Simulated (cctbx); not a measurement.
# CuH3Pb across an absorption edge

Space group Pm-3m (no. 221), a = 3.5270 Å, b = 3.5270 Å, c = 3.5270 Å, α = 90.00°, β = 90.00°, γ = 90.00°.

| atom | mult. | x | y | z | Ueq (Å²) |
| --- | --- | --- | --- | --- | --- |
| Pb1 | 1 | 1/2 | 1/2 | 1/2 | 0.0125 |
| Cu1 | 1 | 0 | 0 | 0 | 0.0178 |
| H1 | 3 | 1/2 | 1/2 | 0 | 0.0545 |

The model was made for the exercise: a known structure type with other elements put in, its volume estimated, not relaxed; displacement parameters are assumed.

Calculated with cctbx: free-atom f′ and f″ from the Sasaki tables, no fine structure; amplitudes in electrons.

| E (eV) | F 1 0 3 | F 2 2 2 | F 1 1 2 | F 1 2 3 |
| --- | --- | --- | --- | --- |
| 8379 | 48.5 | 43.9 | 61.1 | 39.7 |
| 8729 | 47.7 | 43.1 | 60.2 | 39.0 |
| 8859 | 47.0 | 42.5 | 59.5 | 38.4 |
| 8919 | 46.5 | 42.0 | 58.9 | 37.9 |
| 8949 | 45.9 | 41.5 | 58.3 | 37.4 |
| 8964 | 45.4 | 41.0 | 57.7 | 37.0 |
| 8971 | 44.9 | 40.5 | 57.1 | 36.5 |
| 8975 | 44.4 | 40.0 | 56.5 | 36.1 |
| 8983 | 44.6 | 40.3 | 56.8 | 36.3 |
| 8987 | 45.2 | 40.8 | 57.4 | 36.9 |
| 8994 | 45.8 | 41.3 | 58.0 | 37.3 |
| 9009 | 46.3 | 41.9 | 58.7 | 37.8 |
| 9039 | 46.9 | 42.4 | 59.3 | 38.3 |
| 9129 | 47.6 | 43.1 | 60.1 | 39.0 |
| 9379 | 48.3 | 43.7 | 60.9 | 39.6 |

**Question.** Which edge is crossed, and why do the reflections move as they do?

The K edge of Cu. The edge is at 8979 eV. f′ of Cu falls from -4.0 e at 8859 eV to -7.5 e at 4 eV below it, and f″ steps from 0.48 to 3.90 e across it. Over that approach |F| changes by -6 % (1 0 3), -6 % (2 2 2), -5 % (1 1 2) and -6 % (1 2 3): a reflection falls where Cu scatters in phase with the total and rises where it scatters against it; it hardly moves where the Cu term is small or cancels by symmetry. Above the edge the larger f″ enters the imaginary part, where it can add to or cancel the other atoms' f″. The structure is centrosymmetric, so Friedel mates stay equal.
